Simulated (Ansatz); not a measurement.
# A hypothetical structure for LaFeP, part 2 of 2

Starting from a made-up structure for LaFeP, the aim is the relaxed cell, its shortest contacts and, where a second run follows, its electronic structure.

Ansatz 0.2.0; DFT, PBEsol, plane-wave PAW, files of the set soft_1, scalar-relativistic, ferromagnetic start, cell and ions relaxed at zero pressure; PAW set soft_1 (the session's first sound run).

So far: Starting point; Relaxing cell and atoms. The relaxed cell has a = 3.785, c = 8.236 Å (conventional setting).

## 3. Bands of the relaxed cell

A second self-consistent run takes a narrower smearing and the mesh shown in its input; the bands follow along the standard path of the relaxed lattice.

This step: DFT, PBEsol, plane-wave PAW, files of the set soft_1, scalar-relativistic, no spin, bands and density of states at the relaxed cell; PAW set soft_1 (Ansatz 0.2.0).

Contents of input.yaml:

```yaml
crystal:
  lattice:
    - [3.7854565998, 0.0, 0.0]
    - [0.0, 3.7854565998, 0.0]
    - [0.0, 0.0, 8.23613273]
  atoms:
    - { symbol: La, position: [0.0, 0.5, 0.2938361393] }
    - { symbol: La, position: [0.5, 0.0, 0.7061638607] }
    - { symbol: Fe, position: [0.5, 0.5, 0.0] }
    - { symbol: Fe, position: [0.0, 0.0, 0.0] }
    - { symbol: P, position: [0.0, 0.5, 0.8622711292] }
    - { symbol: P, position: [0.5, 0.0, 0.1377288708] }
kpoints:
  mp_grid: { grid: [8, 8, 4] }
  band_path:
    path:
      - [[0.0, 0.0, 0.0], [0.0, 0.5, 0.0], [0.5, 0.5, 0.0], [0.0, 0.0, 0.0], [0.0, 0.0, 0.5], [0.0, 0.5, 0.5], [0.5, 0.5, 0.5], [0.0, 0.0, 0.5]]
      - [[0.0, 0.5, 0.0], [0.0, 0.5, 0.5]]
      - [[0.5, 0.5, 0.0], [0.5, 0.5, 0.5]]
    npoints: 8
scf:
  occupations: { method: fermi_dirac, width: 0.03 }
  n_extra_bands: 10
hamiltonian:
  xc: pbesol
  pseudopotentials: { kind: paw, azcp: { folder: soft_1 }, xc_functional: pbe }
output:
  forces: true
  stress: true
  write_bands: true
  dos: { projected: true }
  write_density: true
  write_potential: true
  elf: true
  volumetric_format: npy
```

Launch:

```sh
$ ansatz run input.yaml --threads 4 --pin off --max-ram 10240MiB --backend cpu --events-out ev --progress --plain --runs-dir out
```

Numbers of over 12 decimals in the logs are rounded to 6 here.

What it wrote:

```text
La: projections on atomic orbitals take those of the free atom [Kr 4d10] 4f0 5s2 5p6 5d1 6s2, of charge +0.00 (hamiltonian.pseudopotentials.projection_atoms); the dataset's partial waves leave at most 1.9e-5 of an orbital's norm unspanned inside its sphere
[...]
Crystal: 6 atoms, lattice volume = 118.021 Å³
Basis set: ecut = 420 eV, 2307 PW (Γ), exchange–correlation on 54×54×120 points (8 copies of the dense FFT grid, shifted against one another)
Bands: 42, of which v1, the nominal top of the filled ones, is band 32 counted from 1 (31 counted from 0)
Symmetry: 16 space group operations
[...]
k-points: 45 of 256
[...]
SCF iter   1: F=—  HF=-22711.283461 eV  |F-HF|=—  |Δ(HF+E_count)|=         —  Δρ=2.29e-1  dr2=1.22e2  ethr=3.10e-3  ⟨swp⟩=6.4  Hψ=7958  notcnv=0
[...]
SCF iter  11: F=-22707.061926 eV  HF=-22707.061926 eV  |F-HF|=5.52e-9  |Δ(HF+E_count)|=   2.52e-8  Δρ=2.46e-6  dr2=6.86e-9  ethr=1.56e-10  ⟨swp⟩=21.9  Hψ=17964  notcnv=0
SCF 1 converged in 11 iterations: F = -22707.061926 eV  dr2 = 6.86e-9
  Residual-converged pass: ⟨swp⟩=1.0  Hψ=2070  notcnv=0  max |occ|·‖R‖ = 7.0e-9 eV (tolerance 1.0e-8 eV)  dr2=6.86e-9  dr2_onsite=1.27e-9  max |Δocc| = 3.7e-11
[...]
NSCF: frozen V_eff on 75 k-points
SCF converged after 11 iterations
Free energy (F): -22707.061926 eV
[...]
Internal energy: -22707.058523 eV  (E = F + TS)
E sigma→0 (E₀):  -22707.060225 eV
Entropy (-TS):   -0.003403 eV (-0.567 meV/atom)
Fermi energy:    13.017899 eV
[...]
--- Forces (eV/Å), atoms counted from 1 ---
  atom   1  La     0.00000000     0.00000000     0.00459803
  atom   2  La    -0.00000000     0.00000000    -0.00459803
  atom   3  Fe     0.00000000     0.00000000     0.00000000
  atom   4  Fe    -0.00000000     0.00000000    -0.00000000
  atom   5  P     -0.00000000     0.00000000     0.01295057
  atom   6  P      0.00000000     0.00000000    -0.01295057
  max |Σ_I F_I| component: 0.00e0 eV/Å
--- Stress (GPa, compression-positive) ---
        0.004269      -0.000000      -0.000000
       -0.000000       0.004269       0.000000
       -0.000000       0.000000      -0.048165
  P = ⅓ Tr σ = -0.0132 GPa (-0.132 kbar)
--- Band table (eV; the first three rows and the last of 45) ---
  k-point 0: bands = [... 28 lower, 12.3870, 12.6636, 12.6636, 12.7309, 12.8741, 13.6152, 13.6631, 14.6882, ... 6 higher]
  k-point 1: bands = [... 28 lower, 12.4139, 12.6853, 12.6853, 12.8502, 13.0177, 13.6631, 13.8561, 14.7090, ... 6 higher]
  k-point 2: bands = [... 28 lower, 12.5514, 12.7077, 12.7077, 12.8393, 13.3427, 13.6631, 14.1077, 14.7319, ... 6 higher]
  k-point 44: bands = [... 28 lower, 11.8531, 11.8531, 12.4259, 12.4259, 13.9714, 13.9714, 14.4165, 14.4165, ... 6 higher]
```

Run time: 9.7 s. Hardware: 4 threads of Arm Neoverse V1, shared host; peak memory 0.6 GiB.

The column dr2 measures how far the density is from self-consistency, as an energy; F and HF (Harris–Foulkes) agree once it is small.

This step gave:

| Item | Value |
| --- | --- |
| free energy | -22707.0619 eV |
| energy at zero smearing | -22707.0602 eV |
| smearing term TS | 0.003403 eV |
| Fermi energy | 13.02 eV |
| pressure | -0.01321 GPa |

bands.tsv at the labelled points (eV, zero at the Fermi level; the bands that come nearest the Fermi level along the path):

| point | band 29 | band 30 | band 31 | band 32 | band 33 | band 34 | band 35 | band 36 |
| --- | --- | --- | --- | --- | --- | --- | --- | --- |
| Γ | -0.63 | -0.35 | -0.35 | -0.29 | -0.14 | 0.60 | 0.65 | 1.67 |
| X | -1.31 | -1.31 | -0.81 | -0.81 | 0.71 | 0.71 | 1.07 | 1.07 |
| M | -0.93 | -0.93 | -0.59 | -0.59 | 0.73 | 0.73 | 1.25 | 1.25 |
| Γ | -0.63 | -0.35 | -0.35 | -0.29 | -0.14 | 0.60 | 0.65 | 1.67 |
| Z | -0.47 | -0.31 | -0.31 | -0.18 | 0.32 | 0.65 | 1.09 | 1.71 |
| R | -1.23 | -1.23 | -0.51 | -0.51 | 0.48 | 0.48 | 0.64 | 0.64 |
| A | -1.16 | -1.16 | -0.59 | -0.59 | 0.95 | 0.95 | 1.40 | 1.40 |
| Z | -0.47 | -0.31 | -0.31 | -0.18 | 0.32 | 0.65 | 1.09 | 1.71 |
| X | -1.31 | -1.31 | -0.81 | -0.81 | 0.71 | 0.71 | 1.07 | 1.07 |
| R | -1.23 | -1.23 | -0.51 | -0.51 | 0.48 | 0.48 | 0.64 | 0.64 |
| M | -0.93 | -0.93 | -0.59 | -0.59 | 0.73 | 0.73 | 1.25 | 1.25 |
| A | -1.16 | -1.16 | -0.59 | -0.59 | 0.95 | 0.95 | 1.40 | 1.40 |

Counts of states for the cell as run, both spins, by energy window (eV from the Fermi level):

```csv
from,to,total
-8,-7,0.00
-7,-6,0.01
-6,-5,3.05
-5,-4,2.84
-4,-3,6.12
-3,-2,2.25
-2,-1,7.24
-1,0,6.53
0,1,5.42
1,2,7.26
```

A further 36.0 states lie below the table's range.

Electrostatic potential energy in the ac plane at fractional y = 0.000, with atoms of La and Fe and P within 0.2 Å of it. With pseudopotentials it is smooth inside the atoms' cores, unlike the true potential.

Values in eV, 24 rows by 14 columns, each cell a mean:
```
-37 -36 -26  -1  11  14  14  14  14  13  10  -9 -30 -37
-26 -21  -7   8  13  14  14  14  14  14  12   4 -11 -23
  2   5  10  12  13  12  11  11  11  12  13  12   9   4
 14  14  13  12   9   5   2   1   3   6  10  12  13  14
 15  14  12   7  -1 -13 -22 -23 -20 -10   1   9  13  14
 14  13   9   0 -15 -26 -23 -20 -25 -25 -12   4  11  13
 13  12   7  -5 -23 -25  -7   2 -13 -27 -19   0   9  12
 13  12   8  -4 -21 -27 -13  -6 -18 -28 -18   1   9  12
 13  12  10   3  -9 -23 -28 -27 -27 -20  -6   6  10  13
 14  13  12   8   3  -4 -11 -12  -9  -2   5  10  12  14
 15  14  14  12  10   8   6   5   6   8  11  13  14  15
 15  15  15  14  13  13  12  12  12  13  14  14  15  15
 15  15  15  15  15  15  15  15  15  15  15  15  15  15
 14  15  15  15  16  16  16  16  16  16  16  15  15  15
 14  14  14  15  16  16  16  16  16  16  16  15  14  14
 13  13  14  15  16  16  16  16  16  16  15  15  14  13
 13  13  14  15  15  15  15  15  15  15  15  14  14  13
 14  14  14  14  13  10   7   6   8  11  13  14  14  14
 15  15  14  12   7  -5 -17 -20 -14  -2   8  13  14  15
 15  15  14   9  -4 -26 -36 -36 -34 -21   0  11  14  15
 10  11  11   7 -10 -32 -37 -36 -36 -27  -5   9  11  11
-15  -9   1   6  -3 -23 -34 -35 -32 -18   0   6  -2 -11
-35 -32 -20   1   5  -2 -13 -16 -10   0   6  -5 -24 -34
-37 -37 -30  -5   8  10   9   8   9  10   7 -14 -33 -37
```
Columns run along a (3.8 Å; values clipped at the 3rd and 97th percentile), rows up along c (8.2 Å). Atoms in or near the plane, at fractional coordinates: La at (0.50, 0.71), Fe at (0.00, 0.00), P at (0.50, 0.14).

ELF in the ac plane at fractional y = 0.000, with atoms of La and Fe and P within 0.2 Å of it. It is the smooth field of the valence electrons, not physical close to the nuclei.

Values, 24 rows by 14 columns, each cell a mean:
```
0.75 0.61 0.39 0.21 0.21 0.30 0.33 0.33 0.32 0.28 0.20 0.26 0.44 0.66
0.35 0.31 0.25 0.20 0.21 0.20 0.17 0.16 0.18 0.21 0.21 0.21 0.27 0.32
0.19 0.20 0.22 0.22 0.19 0.14 0.12 0.12 0.12 0.15 0.20 0.23 0.21 0.20
0.31 0.30 0.27 0.20 0.21 0.32 0.43 0.46 0.41 0.29 0.20 0.22 0.28 0.31
0.35 0.29 0.22 0.32 0.58 0.76 0.79 0.79 0.79 0.73 0.52 0.26 0.23 0.30
0.22 0.19 0.24 0.57 0.79 0.76 0.56 0.47 0.62 0.79 0.77 0.45 0.21 0.20
0.12 0.13 0.30 0.71 0.82 0.62 0.17 0.06 0.28 0.71 0.82 0.60 0.24 0.13
0.08 0.11 0.30 0.71 0.83 0.68 0.27 0.13 0.38 0.75 0.83 0.60 0.23 0.10
0.09 0.10 0.21 0.57 0.79 0.82 0.75 0.71 0.78 0.83 0.76 0.44 0.16 0.09
0.13 0.11 0.13 0.29 0.53 0.71 0.78 0.79 0.77 0.67 0.48 0.22 0.11 0.12
0.23 0.18 0.12 0.12 0.19 0.31 0.41 0.44 0.39 0.28 0.17 0.11 0.14 0.20
0.32 0.28 0.21 0.14 0.11 0.10 0.11 0.11 0.11 0.10 0.11 0.16 0.23 0.30
0.29 0.29 0.28 0.26 0.24 0.22 0.21 0.21 0.21 0.23 0.25 0.27 0.28 0.29
0.18 0.19 0.23 0.29 0.35 0.42 0.45 0.46 0.45 0.40 0.34 0.27 0.22 0.19
0.10 0.12 0.16 0.24 0.35 0.48 0.56 0.59 0.55 0.45 0.33 0.21 0.14 0.11
0.08 0.09 0.13 0.22 0.37 0.53 0.64 0.67 0.62 0.49 0.33 0.18 0.12 0.09
0.10 0.11 0.16 0.30 0.50 0.69 0.79 0.81 0.77 0.65 0.46 0.25 0.15 0.11
0.18 0.20 0.28 0.47 0.67 0.80 0.87 0.88 0.85 0.78 0.63 0.40 0.25 0.19
0.31 0.34 0.44 0.63 0.76 0.80 0.76 0.74 0.77 0.80 0.74 0.57 0.41 0.33
0.37 0.41 0.54 0.71 0.76 0.56 0.20 0.13 0.28 0.64 0.76 0.66 0.50 0.40
0.22 0.26 0.43 0.69 0.75 0.39 0.02 0.01 0.08 0.52 0.75 0.62 0.38 0.24
0.24 0.24 0.27 0.50 0.70 0.58 0.22 0.12 0.31 0.66 0.68 0.40 0.25 0.24
0.57 0.47 0.33 0.31 0.52 0.66 0.58 0.53 0.62 0.65 0.47 0.29 0.36 0.50
0.89 0.73 0.43 0.24 0.31 0.50 0.56 0.56 0.55 0.45 0.27 0.28 0.50 0.78
```
Columns run along a (3.8 Å), rows up along c (8.2 Å). Atoms in or near the plane, at fractional coordinates: La at (0.50, 0.71), Fe at (0.00, 0.00), P at (0.50, 0.14).

Valence density in the ac plane at fractional y = 0.000, with atoms of La and Fe and P within 0.2 Å of it. It is the smooth field of the valence electrons, not physical close to the nuclei.

Ten steps, logarithmic in the rise over the least value, from '0' (0 e/Å³) to '9' (28 e/Å³), each cell a mean:
```
98521110111368
65311000001235
22110000000112
11111112111111
00012333322100
00123344433100
00123444443200
00123444443100
00012344332100
00001223221000
00000011100000
00000000000000
00000000000000
00000000000000
00000000000000
00000000000000
00000011000000
00001111111000
00011222221100
01112211222111
11122210122211
43222221222223
87422222222357
99621111112479
```
Columns run along a (3.8 Å), rows up along c (8.2 Å). Atoms in or near the plane, at fractional coordinates: La at (0.50, 0.71), Fe at (0.00, 0.00), P at (0.50, 0.14).

## 4. Summary of results

| Item | Value |
| --- | --- |
| space group, relaxed | P4/nmm |
| conventional cell | a = 3.785, b = 3.785, c = 8.236 Å; α = 90.0°, β = 90.0°, γ = 90.0° |
| volume per atom | 19.67 Å³ (guess 18.97) |
| total moment | 0.00 μB in the cell of 6 atoms |

In words: LaFeP relaxes to P4/nmm with a = 3.785, b = 3.785 and c = 8.236 Å. The guessed volume was 4 % too small. The space group P4/nmm was held in the relaxation, so the end point is a stationary structure within it and may be a saddle against distortions or other arrangements. The moments died out from this one start and weren't seeded again at the relaxed cell. Bands cross the Fermi level, so it is a metal or semimetal at this level. Semilocal functionals can close a small real gap, so this isn't settled for compounds with anions. On the 8×8×4 mesh with the narrower smearing (relaxed on 7×7×4) the largest force component is 0.013 eV/Å and the largest stress component is 0.048 GPa, within the relaxation's thresholds of 0.015 eV/Å and 0.05 GPa. The cutoff wasn't tested. A vector of the cell changed its length by 11 %, more than the volume shows. Spin-orbit coupling is left out, which can matter for elements this heavy. No dispersion term is used, so weakly bound directions may come out too long. Nothing here tests whether the compound is stable against decomposition.

[Logs are printed without paths, hosts, clocks, repeated set-up lines and the standing remarks that a program may print on its own settings, such as how far it seeks lower states.]

[Hosts, paths, dates, database ids (printed as entryN), source tags and the programs' standing remarks are cut or masked in the printed files.]
